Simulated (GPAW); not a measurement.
Consider Si2Mo (I4/mmm).

```cif
data_structure
_symmetry_space_group_name_H-M 'P 1'
_symmetry_Int_Tables_number 1
_cell_length_a 4.5353
_cell_length_b 4.5353
_cell_length_c 4.5353
_cell_angle_alpha 138.684
_cell_angle_beta 138.684
_cell_angle_gamma 59.857
_cell_volume 40.25
loop_
_atom_site_label
_atom_site_type_symbol
_atom_site_fract_x
_atom_site_fract_y
_atom_site_fract_z
_atom_site_occupancy
Mo1 Mo 0.00000 0.00000 0.00000 1
Si2 Si 0.66700 0.66700 0.00000 1
Si3 Si 0.33300 0.33300 0.00000 1
```

Absorber: atom 1, with 10 Si at 2.62 Å and 4 Mo at 3.20 Å (14-fold, site symmetry 4/mmm). Method: GPAW, PBE, excited-electron core hole (neutral cell), 15-atom cell with 6.4 Å between holes, 5×5×5 k points, dipole transitions, Gaussian full width 1.78 eV up to 4 eV, rising linearly to 3.5 eV at 25 eV.

The database entry behind the starting cell is an old determination (1927), so it need not match the best structure at ambient conditions.

Question: Where do the maxima of the Mo L₃ edge fall?

Main maxima up to 30 eV above the zero (height): 1.4 eV (2.99) and 19.2 eV (0.54). At an L edge the dipole rule selects empty d (and weakly s) states on the absorber, and the strong line at the onset measures the empty part of its d band. 

The Mo L₃ spectrum (energy from the lowest empty level; intensity scaled to a mean of 1 over the first 20 eV; polarised curves are means over the symmetry-equivalent atoms):

```
E (eV)  isotropic  ε ⊥ c  ε ∥ c
  -2.0       0.01   0.01   0.01
  -1.0       0.23   0.25   0.20
   0.0       1.39   1.49   1.20
   1.0       2.85   2.90   2.75
   2.0       2.70   2.61   2.87
   3.0       2.07   2.01   2.20
   4.0       1.62   1.54   1.76
   5.0       1.23   1.24   1.19
   6.0       0.99   1.02   0.94
   7.0       0.82   0.79   0.86
   8.0       0.72   0.68   0.80
   9.0       0.67   0.64   0.74
  10.0       0.61   0.60   0.63
  11.0       0.57   0.59   0.54
  12.0       0.58   0.62   0.51
  13.0       0.59   0.62   0.53
  14.0       0.51   0.51   0.50
  15.0       0.43   0.41   0.46
  16.0       0.43   0.39   0.49
  17.0       0.47   0.44   0.52
  18.0       0.51   0.51   0.51
  19.0       0.54   0.57   0.47
  20.0       0.52   0.56   0.44
  21.0       0.46   0.49   0.41
  22.0       0.41   0.42   0.38
  23.0       0.37   0.39   0.34
  24.0       0.35   0.37   0.32
  25.0       0.34   0.35   0.31
  26.0       0.34   0.35   0.32
  27.0       0.35   0.35   0.35
  28.0       0.38   0.38   0.39
  29.0       0.42   0.41   0.45
  30.0       0.47   0.45   0.51
  31.0       0.51   0.48   0.57
```

Only the L₃ part is meant: spin–orbit coupling of the core level isn't computed and the L₂ copy isn't added. The script folds with a Gaussian, whereas the core hole's own line is a Lorentzian, so the onset is too steep and the first peak too high. The holes are only 6.4 Å apart, so the shape is probably not converged with cell size; no larger cell was run here. The structure is a published determination, not relaxed.

[Banner, clock and machine lines of the logs are left out without a mark of their own.]

[Logs are printed without paths, hosts, clocks, repeated set-up lines and the standing remarks that a program may print on its own settings, such as how far it seeks lower states.]

[Hosts, paths, dates, database ids (printed as entryN), source tags and the programs' standing remarks are cut or masked in the printed files.]

[Lists of maxima count a maximum above −3 eV only where it reaches 4 % of the highest in the window and stands out from its surroundings by 2 % of it (1.5 % where it reaches 55 %); shoulders and weaker maxima are passed over, and of the rest the first, up to two pre-edge ones and the few strongest are named.]
